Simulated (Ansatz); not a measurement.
**Si(111) with Cl: bands and core levels**

Wanted: the XPS lines and the band structure of Si(111) with Cl.

Calculated with Ansatz 0.2.0; DFT, PBE, plane-wave PAW, scalar-relativistic; PAW set soft_1.

Report form: the programs' logs are mostly left out.

## Step 1: Set-up

The cell holds 32 atoms: 4 Cl, 24 Si and 4 H. Cell: a = 7.679 Å, b = 7.679 Å, c = 24.594 Å, α = 90.0°, β = 90.0°, γ = 60.0°. It derives from Si. How the cell was made: terminated face; group: Cl; share of top atoms: 1; rest: H; oxygen in back bonds: 0; lower face: H. Regions: ad, 4 atoms (4 Cl); L1, 4 atoms (4 Si); L2, 4 atoms (4 Si); L3, 4 atoms (4 Si); mid, 4 atoms (4 Si); rest, 12 atoms (8 Si and 4 H). Vacuum lies along c.

## Step 2: Relaxation

Levels and vacuum steps follow bond lengths, so the atoms are relaxed first. 12 atoms are held to stand for the bulk. A dipole correction cancels the field between unlike faces.

Input file input.yaml:

```yaml
crystal:
  lattice:
    - [7.6791796437, 0.0, 0.0]
    - [3.8395898218, 6.6503646517, 0.0]
    - [0.0, 0.0, 24.5937769138]
  atoms:
    - { symbol: Cl, position: [0.0, 0.0, 0.715375153] }
    - { symbol: Cl, position: [0.5, 0.0, 0.715375153] }
    - { symbol: Cl, position: [0.0, 0.5, 0.715375153] }
    - { symbol: Cl, position: [0.5, 0.5, 0.715375153] }
    - { symbol: Si, position: [0.0, 0.0, 0.630800912] }
    - { symbol: Si, position: [0.5, 0.0, 0.630800912] }
    - { symbol: Si, position: [0.0, 0.5, 0.630800912] }
    - { symbol: Si, position: [0.5, 0.5, 0.630800912] }
[... 20 atom lines left out ...]
    - { symbol: H, position: [0.0, 0.0, 0.284624847] }
    - { symbol: H, position: [0.5, 0.0, 0.284624847] }
    - { symbol: H, position: [0.0, 0.5, 0.284624847] }
    - { symbol: H, position: [0.5, 0.5, 0.284624847] }
kpoints:
  mp_grid: { grid: [3, 3, 1] }
scf:
  occupations: { method: fermi_dirac, width: 0.02 }
  n_extra_bands: 23
hamiltonian:
  xc: pbe
  pseudopotentials: { kind: paw, azcp: { folder: soft_1 } }
output:
  forces: true
  write_potential: true
  volumetric_format: []
efield:
  axis: 3
  dipole_correction: true
relax:
  f_tol: 0.03
  max_steps: 70
  constraints: [{ sites: [20, 21, 22, 23, 24, 25, 26, 27, 28, 29, 30, 31] }]
```

Started as:

```bash
ansatz run input.yaml --threads 4 --pin off --max-ram 11264MiB --backend cpu --events-out ev --progress --plain --runs-dir out
```

Wall time 29 s (4 threads of Arm Neoverse V1, shared host); peak memory 1.8 GiB; 1.8 min of CPU time.

Step by step:

| step | energy less that of the first step (eV) | largest force component (eV/Å) |
| --- | --- | --- |
| 1 | 0.0000 | 0.1615 |
| 2 | -0.0112 | 0.0557 |
| 3 | -0.0117 | 0.0102 |

The run keeps the 24 symmetry operations that it works with, so distortions that break them were not tested.

The atoms that moved most (Å):

| atom | dx | dy | dz | length |
| --- | --- | --- | --- | --- |
| Si9 | 0.000 | 0.000 | 0.040 | 0.040 |
| Si10 | 0.000 | 0.000 | 0.040 | 0.040 |
| Si11 | 0.000 | 0.000 | 0.040 | 0.040 |
| Si12 | 0.000 | 0.000 | 0.040 | 0.040 |
| Si5 | 0.000 | 0.000 | 0.037 | 0.037 |
| Si6 | 0.000 | 0.000 | 0.037 | 0.037 |
| Si7 | 0.000 | 0.000 | 0.037 | 0.037 |
| Si8 | 0.000 | 0.000 | 0.037 | 0.037 |

This step gave:

| Property | Result |
| --- | --- |
| free energy | -19645.8040 eV |
| Fermi energy | 0.3932 eV |
| symmetry operations | 24 |
| gap on the k-mesh | 1.026 eV |
| ionisation potential, upper face | 5.747 eV |
| upper vacuum level less the lowest empty level (Kohn–Sham affinity) | 4.721 eV |
| ionisation potential, lower face | 4.580 eV |

The relaxation ends 0.4 meV an atom lower, with a largest force component of 0.010 eV/Å on the free atoms.

## Step 3: Bands by layer

The main run: bands along the zone's path, each state's share in the top and middle regions, the DOS and the planar potential. The cell holds 4 small cells, so the bands are unfolded.

Input file input.yaml:

```yaml
crystal:
  lattice:
    - [7.6791796437, 0.0, 0.0]
    - [3.8395898218, 6.6503646517, 0.0]
    - [0.0, 0.0, 24.5937769138]
  atoms:
    - { symbol: Cl, position: [0.0, 0.0, 0.716673498] }
    - { symbol: Cl, position: [0.5, 0.0, 0.716673498] }
    - { symbol: Cl, position: [0.0, 0.5, 0.716673498] }
    - { symbol: Cl, position: [0.5, 0.5, 0.716673498] }
    - { symbol: Si, position: [0.0, 0.0, 0.6323104338] }
    - { symbol: Si, position: [0.5, 0.0, 0.6323104338] }
    - { symbol: Si, position: [0.0, 0.5, 0.6323104338] }
    - { symbol: Si, position: [0.5, 0.5, 0.6323104338] }
[... 20 atom lines left out ...]
    - { symbol: H, position: [0.0, 0.0, 0.284624847] }
    - { symbol: H, position: [0.5, 0.0, 0.284624847] }
    - { symbol: H, position: [0.0, 0.5, 0.284624847] }
    - { symbol: H, position: [0.5, 0.5, 0.284624847] }
kpoints:
  mp_grid: { grid: [3, 3, 1] }
scf:
  occupations: { method: fermi_dirac, width: 0.02 }
  n_extra_bands: 36
hamiltonian:
  xc: pbe
  pseudopotentials: { kind: paw, azcp: { folder: soft_1 } }
output:
  forces: true
  write_potential: true
  volumetric_format: []
  dos:
    projected:
      site_lists:
        adsorbate: [0, 1, 2, 3]
        layer_1: [4, 5, 6, 7]
        layer_2: [8, 9, 10, 11]
        layer_3: [12, 13, 14, 15]
        middle: [16, 17, 18, 19]
        other_layers: [20, 21, 22, 23, 24, 25, 26, 27, 28, 29, 30, 31]
    de: 0.05
    e_range: [-30, 12]
    method: { smearing: { sigma: 0.12, scheme: gaussian } }
  eigenstates:
    kpoints:
      - [0.33333333, -0.33333333, 0.0]
      - [0.25, -0.375, 0.0]
      - [0.16666667, -0.41666667, 0.0]
      - [0.08333333, -0.45833333, 0.0]
      - [0.0, 0.5, 0.0]
      - [-0.08333333, 0.45833333, 0.0]
      # [... 29 more points ...]
      - [0.25, 0.5, 0.0]
      - [0.29166667, -0.41666667, 0.0]
    e_range: [-8.0, 6.0]
    unfold:
      supercell_matrix: [[2, 0, 0], [0, 2, 0], [0, 0, 1]]
      layers:
        axis: 3
        edges: [0.121982, 0.385166, 0.400404, 0.600895, 0.616428, 0.879314]
efield:
  axis: 3
  dipole_correction: true
```

Elapsed: 4.9 min, on 4 threads; peak memory 4.7 GiB; 19 min of CPU time.

This step gave:

```
Fermi energy                                   : 0.3925 eV
zero of energy                                 : valence-band maximum
share of occupied states in no projected shell : 0.0109 of the occupied states in the window
```

A(k,E), total over k along the path and E. Zero: valence-band maximum.

Values in eV⁻¹, 12 rows by 16 columns, each cell a mean:
```
1.9 2.2 4.0 4.3 3.1 3.3 1.7 2.4 4.6 2.5 2.4 2.3 1.6 1.3 2.8 2.1
0.7 1.3 1.6 2.7 3.8 4.3 5.8 5.2 2.8 1.8 1.4 1.2 1.5 2.1 2.1 0.7
2.2 1.8 1.7 1.7 1.9 2.6 2.5 2.7 2.4 1.9 2.1 1.8 1.5 2.2 1.7 2.2
0.2 0.2 0.1 0.1 0.1 0.2 0.7 0.4 0.3 1.0 1.4 2.0 2.4 1.3 0.4 0.2
0.1 0.1 0.1 0.1 0.1 0.6 1.8 1.3 0.4 0.2 0.2 0.2 0.2 0.1 0.1 0.1
0.1 0.1 0.2 0.6 1.8 3.2 3.7 3.7 2.5 1.6 1.1 0.9 0.7 0.2 0.1 0.1
1.4 1.3 1.8 2.6 2.8 2.7 1.4 1.9 3.0 2.5 2.5 2.2 2.3 2.1 1.5 1.4
2.0 2.5 3.0 3.0 3.1 2.1 1.8 1.9 2.5 2.8 2.4 2.6 2.6 2.6 2.4 2.0
3.2 3.3 2.9 2.5 1.8 1.0 1.0 1.0 1.3 2.0 2.0 2.0 2.1 2.7 3.2 3.2
2.1 1.6 1.3 1.1 0.3 0.2 0.2 0.2 0.2 0.8 1.4 1.1 1.1 1.1 1.6 2.0
0.2 0.8 1.3 1.0 1.0 0.9 0.9 0.9 1.0 1.0 1.2 0.9 0.2 0.2 0.2 0.2
1.7 1.3 1.2 0.9 0.9 0.9 0.9 0.9 0.9 0.9 1.1 1.5 1.9 1.8 1.8 1.8
```
Columns: k along the path (Å⁻¹) from 0 to 2.58; rows upwards: E (eV) from -7.19 to 4.73.

A(k,E), top over k along the path and E. Zero: valence-band maximum.

Ten even steps from '_' (0.02 eV⁻¹) to '@' (2.74 eV⁻¹), each cell a mean:
```
......::::--::::..::..______..::::____......________..::....
..........::::::....::::..::--::............................
______......::::::----==++==--..____..____________....______
....__________................::::......____........::......
..................::::......................____....____....
______________________......______........::::::::....______
______________________________________________..____________
____________________________________________________________
______________________..::::..______________________________
__________________..::--::::::......________________________
____________..::::::::..__..::::......::::......____________
____......::--::::::............::::::::........::::....____
----::::----....::::............::..____..........::::::----
..::----::::--====++%%@@@@@@@@**++++++--::::::::::::::::::..
----::::----++======::..____..--==--==++++++++++==--....----
--------====::--::..............::--::::----------++++==----
==++****==--::....________________..::--::::::::::----==++==
--::....__..__________________________....::::::::::::::::--
______________........................______________________
________........______......______....::____________________
____......__..........______..........__................____
________..______________________________..............______
```
Columns: k along the path (Å⁻¹) from 0 to 2.58; rows upwards: E (eV) from -7.19 to 4.73.

A(k,E), middle over k along the path and E. Zero: valence-band maximum.

Ten even steps from '0' (0.03 eV⁻¹) to '9' (3.07 eV⁻¹), each cell a mean:
```
222555543420001461233221002332
221257663254235555333333323222
001223456768997522321111243200
332122345565555443331122236433
334443333355345422224211231233
221100000002331123222444442222
000000000000000001233333300000
000000000000000000000111000000
000000000002331000000000000000
000000000234343221000000000000
000000123346665421221111000000
001222344454335554333221221100
432112323420001333333333332334
112233333200000122223444433221
333343322000000012221111232223
122211211111111111111111123321
333322221000000012211111112333
221002200000000000110000000122
000021000000000000012000000000
001211000000000000011200000000
232111111111111111111122333332
221121000000000000012112211122
```
Columns: k along the path (Å⁻¹) from 0 to 2.58; rows upwards: E (eV) from -7.19 to 4.73.

A(k,E), bottom over k along the path and E. Zero: valence-band maximum.

Values in eV⁻¹, 12 rows by 16 columns, each cell a mean:
```
0.60 0.62 1.09 1.25 1.13 1.25 0.74 0.93 1.64 0.89 0.80 0.68 0.43 0.37 0.87 0.65
0.18 0.34 0.41 0.73 1.09 1.21 1.65 1.49 0.73 0.43 0.34 0.31 0.40 0.59 0.52 0.18
0.45 0.34 0.32 0.31 0.37 0.63 0.70 0.71 0.59 0.53 0.52 0.45 0.38 0.57 0.33 0.46
0.03 0.03 0.02 0.03 0.03 0.05 0.13 0.08 0.06 0.19 0.33 0.49 0.58 0.25 0.06 0.03
0.01 0.01 0.02 0.02 0.03 0.11 0.35 0.25 0.09 0.04 0.04 0.04 0.04 0.02 0.01 0.01
0.01 0.02 0.04 0.11 0.41 0.92 1.18 1.12 0.68 0.40 0.17 0.12 0.09 0.03 0.02 0.01
0.16 0.17 0.25 0.59 0.76 0.72 0.31 0.45 0.78 0.62 0.72 0.63 0.61 0.41 0.18 0.16
0.37 0.50 0.82 0.68 0.60 0.12 0.04 0.04 0.33 0.52 0.34 0.42 0.44 0.65 0.58 0.38
1.14 1.05 0.74 0.57 0.30 0.27 0.28 0.28 0.27 0.45 0.61 0.59 0.61 0.67 0.93 1.12
0.23 0.19 0.18 0.20 0.08 0.05 0.05 0.05 0.06 0.15 0.24 0.17 0.16 0.16 0.20 0.23
0.05 0.17 0.32 0.30 0.28 0.27 0.27 0.27 0.27 0.29 0.33 0.22 0.05 0.04 0.04 0.04
0.40 0.34 0.33 0.26 0.26 0.27 0.27 0.27 0.26 0.26 0.29 0.41 0.44 0.43 0.42 0.40
```
Columns: k along the path (Å⁻¹) from 0 to 2.58; rows upwards: E (eV) from -7.19 to 4.73.

Peaks of A(k,E) at the labelled points: for each region the eleven nearest the zero at most, each over 6 % of that point's highest, less those above the energy where the solved bands run out; weight and spread sum the levels within three half widths or 0.3 eV, so near peaks share levels. Peaks of the spectral function, the first 40 of 131 rows:

| point | weight on | E (eV) | A (1/eV) | weight near the peak | rms spread of levels (eV) |
| --- | --- | --- | --- | --- | --- |
| K | total | -4.53 | 5.149 | 2 | 0.057 |
| K | total | -4.07 | 6.813 | 2 | 0.003 |
| K | total | -3.43 | 4.674 | 2 | 0.072 |
| K | total | -3.33 | 4.689 | 2 | 0.072 |
| K | total | -2.91 | 3.637 | 1 | 0 |
| K | total | -2.21 | 3.68 | 2 | 0.139 |
| K | total | -1.93 | 3.65 | 2 | 0.139 |
| K | total | 2.01 | 3.358 | 1 | 0 |
| K | total | 2.63 | 5.52 | 2 | 0.042 |
| K | total | 4.01 | 3.322 | 1 | 0 |
| K | total | 4.75 | 6.12 | 2 | 0.021 |
| K | top | -6.73 | 0.978 | 0.304 | 0.007 |
| K | top | -4.51 | 2.691 | 0.989 | 0.054 |
| K | top | -4.07 | 1.557 | 0.42 | 0.003 |
| K | top | -3.45 | 2.368 | 0.755 | 0.043 |
| K | top | -2.91 | 1.781 | 0.519 | 0 |
| K | top | -2.19 | 1.063 | 0.682 | 0.136 |
| K | top | -1.93 | 1.449 | 0.682 | 0.136 |
| K | top | 2.01 | 0.738 | 0.223 | 0 |
| K | top | 2.65 | 0.81 | 0.284 | 0.041 |
| K | top | 4.01 | 0.89 | 0.271 | 0 |
| K | top | 4.77 | 1.441 | 0.468 | 0.021 |
| K | middle | -6.71 | 3.143 | 1.086 | 0.032 |
| K | middle | -4.61 | 2.098 | 0.738 | 0.05 |
| K | middle | -4.07 | 1.574 | 0.449 | 0.003 |
| K | middle | -3.31 | 1.634 | 0.589 | 0.065 |
| K | middle | -2.91 | 1.212 | 0.33 | 0 |
| K | middle | -2.21 | 1.683 | 0.956 | 0.139 |
| K | middle | -1.93 | 1.784 | 0.956 | 0.139 |
| K | middle | 2.01 | 2.189 | 0.661 | 0 |
| K | middle | 2.63 | 2.888 | 1.045 | 0.042 |
| K | middle | 4.01 | 1.374 | 0.414 | 0 |
| K | middle | 4.75 | 2.138 | 0.696 | 0.021 |
| K | bottom | -6.67 | 1.431 | 0.449 | 0.007 |
| K | bottom | -4.59 | 0.383 | 0.092 | 0.042 |
| K | bottom | -4.07 | 3.051 | 0.944 | 0.003 |
| K | bottom | -3.31 | 1.653 | 0.582 | 0.06 |
| K | bottom | -2.91 | 0.463 | 0.102 | 0 |
| K | bottom | -2.21 | 0.66 | 0.244 | 0.114 |
| K | bottom | 2.01 | 0.364 | 0.099 | 0 |

The DOS has structure finer than the step of the table below, so its rows give means over 1 eV, whole bins alone (the curve runs from -17.5 to 4.58 eV). Peaks (eV: height): total -6.6: 28.8, -2.7: 40.2, -1.6: 33.3, 4.2: 45.1; Si 3p -2.7: 23.4, -2.1: 16.7, -1.6: 25.8, 4.2: 23.8; Si 3s -9.6: 11.7, -9.0: 12.4, -8.2: 8.27, -6.6: 11.7; Cl 3p -4.5: 7.98, -3.9: 7.12, -3.2: 8.03, -2.7: 13.5; H 1s -6.5: 1.29, -4.1: 2.60, -2.6: 0.993, 4.2: 1.27.

The DOS by E, zero at the valence-band maximum; means over each step; values in states/eV/cell:

| E (eV) | total | Si 3p | Si 3s | Cl 3p | H 1s | Cl 3s |
| --- | --- | --- | --- | --- | --- | --- |
| -17 | 0 | 0 | 0 | 0 | 0 | 0 |
| -16 | 4.66 | 0.419 | 0.330 | 0.0471 | 0 | 3.84 |
| -15 | 3.34 | 0.284 | 0.212 | 0.0336 | 0 | 2.80 |
| -14 | 0 | 0 | 0 | 0 | 0 | 0 |
| -13 | 0 | 0 | 0 | 0 | 0 | 0 |
| -12 | 0.223 | 0.0158 | 0.200 | 5.7e-4 | 0.00335 | 0.00124 |
| -11 | 4.07 | 0.774 | 3.12 | 0.0226 | 0.0739 | 0.0416 |
| -10 | 7.76 | 1.90 | 5.44 | 0.0866 | 0.160 | 0.109 |
| -9 | 8.03 | 2.12 | 5.39 | 0.137 | 0.208 | 0.112 |
| -8 | 4.85 | 1.35 | 2.83 | 0.249 | 0.264 | 0.115 |
| -7 | 10.5 | 4.41 | 4.69 | 0.690 | 0.471 | 0.157 |
| -6 | 7.67 | 3.17 | 2.69 | 1.10 | 0.489 | 0.119 |
| -5 | 5.53 | 2.80 | 0.907 | 1.42 | 0.263 | 0.0679 |
| -4 | 18.5 | 10.9 | 1.21 | 4.79 | 1.26 | 0.0735 |
| -3 | 23.3 | 13.5 | 0.986 | 8.07 | 0.521 | 0.00934 |
| -2 | 18.9 | 14.3 | 0.716 | 3.34 | 0.265 | 0.00226 |
| -1 | 8.71 | 7.18 | 0.104 | 1.15 | 0.134 | 0.00232 |
| 0 | 1.95 | 1.76 | 0 | 0.144 | 0 | 0 |
| 1 | 2.22 | 1.23 | 0.581 | 0.0382 | 0.0261 | 0.00604 |
| 2 | 12.6 | 6.86 | 3.04 | 0.469 | 0.206 | 0.0773 |
| 3 | 20.4 | 11.8 | 3.30 | 0.558 | 0.545 | 0.107 |
| 4 | 24.7 | 13.9 | 2.94 | 0.372 | 0.561 | 0.0642 |

Simulated valence spectra by photon energy, shown to 13 eV, since a deeper line would dwarf them at some energies; the 100 % can be that line's tail at the edge; this run's widths, added to any smearing of the DOS itself: Gaussian 0.2 eV, Lorentzian 0.2 eV. The intensity by binding energy, zero at the valence-band maximum; values in % of the maximum within 13 eV:

| binding energy (eV) | 21.2 eV | 150 eV | 250 eV | 1486.7 eV | 5414.7 eV |
| --- | --- | --- | --- | --- | --- |
| -1.0 | 0.621 | 0.764 | 0.774 | 0.848 | 0.561 |
| -0.5 | 0.963 | 1.25 | 1.26 | 1.33 | 0.815 |
| 0.0 | 2.71 | 4.23 | 4.27 | 4.14 | 2.13 |
| 0.5 | 6.06 | 9.33 | 9.44 | 9.11 | 4.51 |
| 1.0 | 17.0 | 23.3 | 23.4 | 22.7 | 11.4 |
| 1.5 | 37.9 | 47.6 | 48.3 | 48.8 | 26.6 |
| 2.0 | 43.6 | 50.8 | 51.4 | 53.1 | 31.0 |
| 2.5 | 68.6 | 69.9 | 70.1 | 70.4 | 39.0 |
| 3.0 | 78.3 | 79.4 | 78.9 | 77.3 | 42.6 |
| 3.5 | 72.6 | 74.4 | 74.1 | 74.1 | 42.3 |
| 4.0 | 62.3 | 65.8 | 66.2 | 71.8 | 47.4 |
| 4.5 | 53.6 | 59.6 | 59.3 | 63.6 | 43.4 |
| 5.0 | 10.3 | 12.0 | 12.4 | 16.8 | 15.0 |
| 5.5 | 20.0 | 22.1 | 22.8 | 33.5 | 32.5 |
| 6.0 | 14.8 | 21.8 | 23.7 | 46.2 | 53.5 |
| 6.5 | 16.2 | 26.7 | 29.7 | 63.3 | 76.6 |
| 7.0 | 6.08 | 10.9 | 12.2 | 27.6 | 34.3 |
| 7.5 | 7.53 | 14.0 | 15.7 | 37.2 | 47.4 |
| 8.0 | 4.01 | 8.17 | 9.53 | 26.0 | 35.0 |
| 8.5 | 3.78 | 9.96 | 11.9 | 35.0 | 47.8 |
| 9.0 | 6.31 | 19.3 | 23.3 | 71.0 | 98.3 |
| 9.5 | 4.04 | 14.6 | 18.3 | 60.4 | 85.4 |
| 10.0 | 2.97 | 10.3 | 12.5 | 40.0 | 56.2 |
| 10.5 | 2.50 | 9.66 | 12.2 | 41.7 | 59.7 |
| 11.0 | 0.862 | 3.71 | 4.69 | 16.3 | 23.4 |
| 11.5 | - | 2.85 | 3.68 | 13.5 | 19.7 |
| 12.0 | - | 0.746 | 0.896 | 2.76 | 3.88 |
| 12.5 | - | 0.544 | 0.625 | 1.72 | 2.37 |

Maxima picked by a test of local sharpness, so broad peaks and shoulders can be missing; peaks within 0.45 eV of a curve's cut are left out. Valence peaks, by row, the first 40 of 68 rows:

| photon energy (eV) | binding energy (eV) | height (% of the maximum within 13 eV) | main shell | its share (%) |
| --- | --- | --- | --- | --- |
| 21.2 | 9.691 | 4.865 | Si 3s | 38.54 |
| 21.2 | 8.991 | 6.422 | Cl 3p | 44.06 |
| 21.2 | 8.241 | 6.421 | Cl 3p | 56.3 |
| 21.2 | 7.391 | 8.687 | Cl 3p | 72.31 |
| 21.2 | 6.591 | 18.38 | Cl 3p | 70.88 |
| 21.2 | 5.591 | 21.81 | Cl 3p | 88.48 |
| 21.2 | 4.491 | 55.02 | Cl 3p | 92.09 |
| 21.2 | 3.891 | 67.95 | Cl 3p | 89.2 |
| 21.2 | 3.291 | 81.58 | Cl 3p | 94.08 |
| 21.2 | 2.691 | 100 | Cl 3p | 94.33 |
| 21.2 | 2.091 | 46.48 | Cl 3p | 90.55 |
| 21.2 | 1.641 | 44.15 | Cl 3p | 87.23 |
| 150 | 15.54 | 106 | Cl 3s | 93.47 |
| 150 | 9.641 | 17.47 | Si 3s | 64.15 |
| 150 | 8.991 | 19.64 | Si 3s | 58.71 |
| 150 | 8.241 | 14.6 | Si 3s | 49.65 |
| 150 | 7.391 | 16.11 | Si 3s | 37.3 |
| 150 | 6.641 | 31.88 | Cl 3p | 34.79 |
| 150 | 5.991 | 22.09 | Cl 3p | 46.58 |
| 150 | 5.591 | 24.28 | Cl 3p | 69.07 |
| 150 | 4.491 | 61.17 | Cl 3p | 72.01 |
| 150 | 3.891 | 71.04 | Cl 3p | 74.16 |
| 150 | 3.291 | 84.16 | Cl 3p | 79.28 |
| 150 | 2.691 | 100 | Cl 3p | 81.99 |
| 150 | 2.091 | 53.3 | Cl 3p | 68.64 |
| 150 | 1.641 | 54.89 | Cl 3p | 60.98 |
| 250 | 15.54 | 118.2 | Cl 3s | 93.88 |
| 250 | 9.641 | 21.67 | Si 3s | 69.55 |
| 250 | 8.991 | 23.68 | Si 3s | 64.42 |
| 250 | 8.241 | 17.23 | Si 3s | 55.87 |
| 250 | 7.391 | 18.21 | Si 3s | 43.38 |
| 250 | 6.641 | 35.64 | Si 3s | 36.56 |
| 250 | 5.991 | 24.06 | Cl 3p | 41.56 |
| 250 | 5.591 | 25.06 | Cl 3p | 65.05 |
| 250 | 4.491 | 60.81 | Cl 3p | 70.41 |
| 250 | 3.891 | 71.28 | Cl 3p | 71.85 |
| 250 | 3.291 | 83.67 | Cl 3p | 77.5 |
| 250 | 2.691 | 100 | Cl 3p | 79.69 |
| 250 | 2.091 | 53.9 | Cl 3p | 65.98 |
| 250 | 1.641 | 55.73 | Cl 3p | 58.38 |

The planar mean, electrostatic potential oscillates, so the rows of the table below give means over windows of 3.14 Å about each position, cut where the curve ends. Its maxima inside the range that stand out by 2 % of the span (Å: eV): 10.4: 2.02, 13.5: 2.00, 16.7: 2.32, 23.2: 5.75. Its minima: 8.9: -10.2, 12.0: -10.2, 15.2: -10.2, 17.6: -2.62.

From the valence-band maximum. The planar mean, electrostatic potential by z; means over each step:

z (Å), planar mean, electrostatic potential (eV) and a bar from the least value:
```
     1.57        4.7 ###########################
     4.71        4.5 ##########################
     7.85       -2.4 #####
    10.99       -3.9 
    14.13       -3.9 
    17.27       -0.1 ############
    20.41        5.7 ##############################
    23.55        5.6 ##############################
```

(Continued in part 2 of 2.)

[Logs are printed without paths, hosts, clocks, repeated set-up lines and the standing remarks that a program may print on its own settings, such as how far it seeks lower states.]

[Hosts, paths, dates, database ids (printed as entryN), source tags and the programs' standing remarks are cut or masked in the printed files.]

[Maps of the electrostatic potential energy from Ansatz leave out the sawtooth potential of an applied field or a dipole correction, so their vacuum need not be flat; work functions include it.]
